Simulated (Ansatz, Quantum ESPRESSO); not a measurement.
# Screening and band shifts of Mo2CO2 MXene, 1 layer, part 7 of 7

How does Mo2CO2 MXene, 1 layer respond to a gate-like field without added charge?

Quantum ESPRESSO 7.5; plane-wave DFT, vdW-DF-cx, GBRV ultrasoft pseudopotentials made under PBE; geometry and cross-check by Ansatz 0.2.0 with PAW datasets.

So far. Step 14 (Density by pp.x): The density integrates to 44.000 electrons, as the 44 of the input ask. Step 19 (Cross-check with Ansatz: field 0.1 V/Å): At 0.1 V/Å Ansatz's dipole is 0.0251 e Å against 0.0252 from pw.x, under another functional.

## 23. Ground state, with ecutwfc = 8 and ecutrho = 56

One more run, with a changed input.

The input, f1.bad.in:

```
&control
  prefix = 'f1.bad'
  outdir = './out'
  pseudo_dir = './pseudo'
  calculation = 'scf'
  tprnfor = .true.
  tefield = .true.
  dipfield = .true.
/
&system
  ibrav = 0
  nat = 5
  ntyp = 3
  ecutwfc = 8
  ecutrho = 56
  input_dft = 'vdw-df-cx'
  occupations = 'smearing'
  smearing = 'fd'
  degauss = 0.004
  edir = 3
  emaxpos = 0.97
  eopreg = 0.04
  eamp = 0.00194469
/
&electrons
  conv_thr = 1e-09
  mixing_beta = 0.4
  electron_maxstep = 100
  mixing_mode = 'plain'
/
ATOMIC_SPECIES
  O   15.9990  o_pbe_v1.2.uspp.F.UPF
  Mo  95.9500  mo_pbe_v1.uspp.F.UPF
  C   12.0110  c_pbe_v1.2.uspp.F.UPF
CELL_PARAMETERS angstrom
  3.09190257887328 0.00000000000000 0.00000000000000
  -1.54595128943664 2.67766617933088 -0.00000000000000
  0.00000000000000 -0.00000000000000 21.51903931870000
ATOMIC_POSITIONS crystal
  O   0.333333333333 0.666666666667 0.396062257604
  Mo  0.666666666667 0.333333333333 0.448057132490
  C   0.000000000000 0.000000000000 0.499999999456
  Mo  0.333333333333 0.666666666667 0.551942862246
  O   0.666666666667 0.333333333333 0.603937748203
K_POINTS automatic
  12 12 1 0 0 0
```

Started as:

```bash
$ OMP_NUM_THREADS=1 mpirun -n 4 pw.x -nk 4 -in f1.bad.in > f1.bad.out
```

The log of the run:

```text
[banner, memory and clock lines left out]
Program PWSCF v.7.5 starts
[citation notice left out]

[...]
bravais-lattice index     =            0
     lattice parameter (alat)  =       5.8428  a.u.
     unit-cell volume          =    1202.2692 (a.u.)^3
     number of atoms/cell      =            5
     number of atomic types    =            3
     number of electrons       =        44.00
     number of Kohn-Sham states=           26
     kinetic-energy cutoff     =       8.0000  Ry
     charge density cutoff     =      56.0000  Ry
     scf convergence threshold =      1.0E-09
     mixing beta               =       0.4000
     number of iterations used =            8  plain     mixing
     Exchange-correlation= VDW-DF-CX
                           (   1   4  27   0   1   0   0)

[...]
PseudoPot. # 1 for O  read from file:
     ./pseudo/o_pbe_v1.2.uspp.F.UPF
     Pseudo is Ultrasoft + core correction, Zval =  6.0
     Generated by new atomic code, or converted to UPF format
     Using radial grid of  737 points,  5 beta functions with:
                l(1) =   0
                l(2) =   0
                l(3) =   1
                l(4) =   1
                l(5) =   2
     Q(r) pseudized with  8 coefficients,  rinner =    0.900   0.900   0.900
                                                       0.900   0.900

     PseudoPot. # 2 for Mo read from file:
     ./pseudo/mo_pbe_v1.uspp.F.UPF
     Pseudo is Ultrasoft + core correction, Zval = 14.0
     Generated by new atomic code, or converted to UPF format
     Using radial grid of  889 points,  6 beta functions with:
                l(1) =   0
                l(2) =   0
                l(3) =   1
                l(4) =   1
                l(5) =   2
                l(6) =   2
     Q(r) pseudized with  6 coefficients,  rinner =    1.000   1.000   1.000
                                                       1.000   1.000

     PseudoPot. # 3 for C  read from file:
     ./pseudo/c_pbe_v1.2.uspp.F.UPF
     Pseudo is Ultrasoft + core correction, Zval =  4.0
     Generated by new atomic code, or converted to UPF format
     Using radial grid of  721 points,  4 beta functions with:
                l(1) =   0
                l(2) =   0
                l(3) =   1
                l(4) =   1
     Q(r) pseudized with  8 coefficients,  rinner =    1.100   1.100   1.100

     atomic species   valence    mass     pseudopotential
     O                 6.00    15.99900     O ( 1.00)
     Mo               14.00    95.95000     Mo( 1.00)
     C                 4.00    12.01100     C ( 1.00)

     No symmetry found

[...]
number of k points=    74  Fermi-Dirac smearing, width (Ry)=  0.0040
[...]
Dense  grid:     8407 G-vectors     FFT dimensions: (  15,  15, 100)

     Smooth grid:     3613 G-vectors     FFT dimensions: (  12,  12,  75)

     Check: negative core charge=   -0.000230

     Initial potential from superposition of free atoms

     starting charge      43.9978, renormalised to      44.0000

     negative rho (up, down):  1.646E-01 0.000E+00

     %%%%%%%%%%%%%%%%%%%%%%%%%%%%%%%%%%%%%%%%%%%%%%%%%%%%%%%%%%%%%%%%%%%%%%%%
     %                                                                      %
     % You are using vdW-DF, which was implemented by the Thonhauser group. %
     % possible and the two reviews that describe the various versions:     %
     %                                                                      %
     %                                                                      %
     % If you are calculating stress with vdW-DF, please also cite:         %
     %                                                                      %
     %                                                                      %
     %%%%%%%%%%%%%%%%%%%%%%%%%%%%%%%%%%%%%%%%%%%%%%%%%%%%%%%%%%%%%%%%%%%%%%%%

     %%%%%%%%%%%%%%%%%%%%%%%%%%%%%%%%%%%%%%%%%%%%%%%%%%%%%%%%%%%%%%%%%%%%%%%%
     %                                                                      %
     %  vdW-DF NEWS:                                                        %
     %                                                                      %
     %  * vdW-DF3 is now available. DOI: 10.1021/acs.jctc.0c00471           %
     %    use with input_dft = 'vdW-DF3-opt1' or 'vdW-DF3-opt2'             %
     %                                                                      %
     %  * Unscreened and range-separated hybrid vdW-DF-cx functionals       %
     %    DOI: 10.1063/1.4986522 and 10.1088/1361-648X/ac2ad2               %
     %    use with input_dft = 'vdW-DF-cx0'    and 'vdW-DF-ahcx'            %
     %  * Unscreened and range-separated hybrid vdW-DF2-b86r functionals    %
     %    DOI: 10.1063/1.4986522 and DOI: 10.1103/PhysRevX.12.041003        %
     %    use with input_dft = 'vdW-DF2-br0' and 'vdW-DF2-ahbr'             %
     %                                                                      %
     %%%%%%%%%%%%%%%%%%%%%%%%%%%%%%%%%%%%%%%%%%%%%%%%%%%%%%%%%%%%%%%%%%%%%%%%

     Adding external electric field

     Computed dipole along edir(3) :
        Dipole                0.0001 Ry au,          0.0003 Debye
        Dipole field          0.0000 Ry au,

        E field amplitude [Ha a.u.]:  1.9447E-03
        Potential amp.        0.1518 Ry
        Total length         39.0385 bohr

     Starting wfcs are   38 randomized atomic wfcs

     per-process dynamical memory:    17.5 Mb

     Self-consistent Calculation

     iteration #  1     ecut=     8.00 Ry     beta= 0.40
     Davidson diagonalization with overlap
     ethr =  1.00E-02,  avg # of iterations =  3.4

     negative rho (up, down):  8.518E-02 0.000E+00

     Adding external electric field

     Computed dipole along edir(3) :
        Dipole                1.8213 Ry au,          4.6293 Debye
        Dipole field          0.0190 Ry au,

        E field amplitude [Ha a.u.]:  1.9447E-03
        Potential amp.       -1.3345 Ry
        Total length         39.0385 bohr

     total energy              =    -337.54007048 Ry
     estimated scf accuracy    <       8.72414123 Ry

     iteration #  2     ecut=     8.00 Ry     beta= 0.40
[...]
negative rho (up, down):  6.007E-02 0.000E+00

[...]
Dipole               -1.0177 Ry au,         -2.5868 Debye
[...]
E field amplitude [Ha a.u.]:  1.9447E-03
[...]
total energy              =    -334.46156041 Ry
     estimated scf accuracy    <      37.08429660 Ry

     iteration #  3     ecut=     8.00 Ry     beta= 0.40
[...]
negative rho (up, down):  5.177E-02 0.000E+00

[...]
Dipole               -0.6214 Ry au,         -1.5796 Debye
[...]
E field amplitude [Ha a.u.]:  1.9447E-03
[...]
total energy              =    -335.19149251 Ry
     estimated scf accuracy    <      60.46083597 Ry

     iteration #  4     ecut=     8.00 Ry     beta= 0.40
[...]
negative rho (up, down):  5.483E-02 0.000E+00

[...]
Dipole               -0.9517 Ry au,         -2.4189 Debye
[...]
E field amplitude [Ha a.u.]:  1.9447E-03
[...]
total energy              =    -338.08255734 Ry
     estimated scf accuracy    <       6.53961198 Ry

     iteration #  5     ecut=     8.00 Ry     beta= 0.40
[...]
negative rho (up, down):  5.949E-02 0.000E+00

[...]
Dipole               -0.6805 Ry au,         -1.7298 Debye
[...]
E field amplitude [Ha a.u.]:  1.9447E-03
[...]
total energy              =    -338.31240710 Ry
     estimated scf accuracy    <       0.58166987 Ry

     iteration #  6     ecut=     8.00 Ry     beta= 0.40
[...]
negative rho (up, down):  7.637E-02 0.000E+00

[...]
Dipole               -0.3964 Ry au,         -1.0075 Debye
[...]
E field amplitude [Ha a.u.]:  1.9447E-03
[...]
total energy              =    -338.24206382 Ry
     estimated scf accuracy    <       0.19786809 Ry

[...]
iteration # 15     ecut=     8.00 Ry     beta= 0.40
[...]
negative rho (up, down):  1.009E-01 0.000E+00

[...]
Dipole                0.0731 Ry au,          0.1857 Debye
[...]
E field amplitude [Ha a.u.]:  1.9447E-03
[...]
total energy              =    -338.24718495 Ry
     estimated scf accuracy    <       0.00000064 Ry

     iteration # 16     ecut=     8.00 Ry     beta= 0.40
[...]
negative rho (up, down):  1.009E-01 0.000E+00

[...]
Dipole                0.0733 Ry au,          0.1863 Debye
[...]
E field amplitude [Ha a.u.]:  1.9447E-03
[...]
total energy              =    -338.24718539 Ry
     estimated scf accuracy    <       0.00000006 Ry

     iteration # 17     ecut=     8.00 Ry     beta= 0.40
[...]
negative rho (up, down):  1.009E-01 0.000E+00

[...]
Dipole                0.0733 Ry au,          0.1863 Debye
[...]
E field amplitude [Ha a.u.]:  1.9447E-03
[...]
total energy              =    -338.24718561 Ry
     estimated scf accuracy    <          9.2E-09 Ry

     iteration # 18     ecut=     8.00 Ry     beta= 0.40
[...]
negative rho (up, down):  1.009E-01 0.000E+00

[...]
Dipole                0.0733 Ry au,          0.1864 Debye
[...]
E field amplitude [Ha a.u.]:  1.9447E-03
[...]
End of self-consistent calculation

          k = 0.0000 0.0000 0.0000 (   475 PWs)   bands (ev):

   -72.7677 -72.0082 -42.2743 -42.2743 -41.7030 -40.7499 -40.7499 -39.5956
   -29.5455 -29.0364 -15.4268  -9.0652  -7.0325  -7.0325  -6.2891  -5.6525
    -5.6525  -3.7753  -3.7753  -3.0319  -3.0319  -2.7662  -0.4408   0.2931
     0.2931   1.2750

          k = 0.0000 0.0962 0.0000 (   483 PWs)   bands (ev):

   -72.8422 -72.1389 -42.4792 -42.4640 -41.9465 -41.1348 -41.0135 -39.8618
   -29.5750 -29.2188 -15.4918  -8.9952  -7.3129  -7.2808  -6.1113  -6.0072
    -5.8322  -4.6271  -4.4299  -3.0599  -2.7516  -2.6576  -0.5284  -0.0764
     0.1145   1.0263

[...]
the Fermi energy is    -0.1241 ev

!    total energy              =    -338.24718626 Ry
     estimated scf accuracy    <          1.7E-10 Ry
     smearing contrib. (-TS)   =      -0.00171631 Ry
     internal energy E=F+TS    =    -338.24546995 Ry

     The total energy is F=E-TS. E is the sum of the following terms:
     one-electron contribution =   -3171.33650152 Ry
     hartree contribution      =    1577.73084834 Ry
     xc contribution           =     -52.02225837 Ry
     ewald contribution        =    1307.38267061 Ry
     electric field correction =      -0.00022902 Ry

     convergence has been achieved in  18 iterations

     negative rho (up, down):  1.009E-01 0.000E+00

     Forces acting on atoms (cartesian axes, Ry/au):

     atom    1 type  1   force =     0.00000008   -0.00000025   -0.15831928
     atom    2 type  2   force =     0.00000021    0.00000023   -0.08909170
     atom    3 type  3   force =    -0.00000009    0.00000011   -0.00036102
     atom    4 type  2   force =    -0.00000019    0.00000008    0.09008723
     atom    5 type  1   force =     0.00000000   -0.00000017    0.15768477

     Total force =     0.256871     Total SCF correction =     0.000365

[...]
```

The job ended after 43 s (4 MPI ranks of Arm Neoverse N1, shared host; peak memory 0.25 GiB; 2.9 min of CPU time).

Residual by cycle:

cycle, log10 residual and a bar from the least value:
```
        1        0.9 ############################
        3        1.8 ##############################
        4        0.8 ###########################
        6       -0.7 ########################
        7       -1.1 #######################
        9       -2.1 ####################
       10       -2.2 ####################
       12       -3.7 ################
       13       -4.0 ###############
       15       -6.2 #########
       16       -7.2 #######
       18       -9.8
```

The SCF loop closed, but a setting was changed on purpose, so the numbers serve as a test and not as the result.

The fault put into the input: a cutoff far too low (system.ecutwfc = 8 and system.ecutrho = 56).

Beside the run it was changed from:

```
                     quantity   this run  unchanged run  difference
dipole along the normal (e·Å)    0.03881        0.02521       0.014
             free energy (eV)  -4602.087      -4825.979         224
                wall time (s)         43            159            
               SCF iterations         18             13
```

The free energy moves by +4.5e+04 meV an atom.

This run starts from superposed atoms, the unchanged one from a saved density, so their iteration counts don't compare.

The physical values in this table move by up to 54 %.

## 24. By hand

α = Δp/E = (0.02521 − (-0.00002)) e Å / 0.1 V/Å = 0.2523 e Å²/V; times e/(4πε₀) = 14.40 V Å this is 3.633 Å³. With A = 8.279 Å², 4πα/A = 5.515 Å.

## 25. Results

| Quantity | Value |
| --- | --- |
| polarisability along the normal, a cell | 3.63 Å³ |
| sheet polarisability 4πα/A | 5.52 Å |
| dipole without a field | 0 e·Å |
| gap along the path at 0 V/Å | none, the bands overlap |
| gap along the path at 0.2 V/Å | none, the bands overlap |
| gap along the path at 0.4 V/Å | none, the bands overlap |

**Reading.** The sheet answers a field with a polarisability of 3.63 Å³ a cell, or 4πα/A = 5.52 Å (vdW-DF-cx, GBRV ultrasoft (made under PBE)). In pw.x the dipole follows the field linearly over the range tried. A perfect conductor 5.52 Å thick would screen alike; the outer atoms lie 4.47 Å apart. At 0.1 V/Å the sheet takes 0.552 eV off the potential drop. Quantum ESPRESSO and Ansatz give 3.634 and 3.611 Å³ for the polarisability (pw.x from 0 and 0.1 V/Å, Ansatz from ±0.1 V/Å, under PBE), which agree. The ions stay at their zero-field places, so this is the electrons' response alone. Without a field the sheet has no gap. Spin-orbit coupling is left out; depending on the atoms that carry the levels of interest, it can split and shift them by tens to hundreds of meV. The runs have no spin polarisation, although Mo can carry a moment.

[Logs are printed without paths, hosts, clocks, repeated set-up lines and the standing remarks that a program may print on its own settings, such as how far it seeks lower states.]

[Hosts, paths, dates, database ids (printed as entryN), source tags and the programs' standing remarks are cut or masked in the printed files.]

[Maps of the electrostatic potential energy from Ansatz leave out the sawtooth potential of an applied field or a dipole correction, so their vacuum need not be flat; planar profiles and work functions include it.]
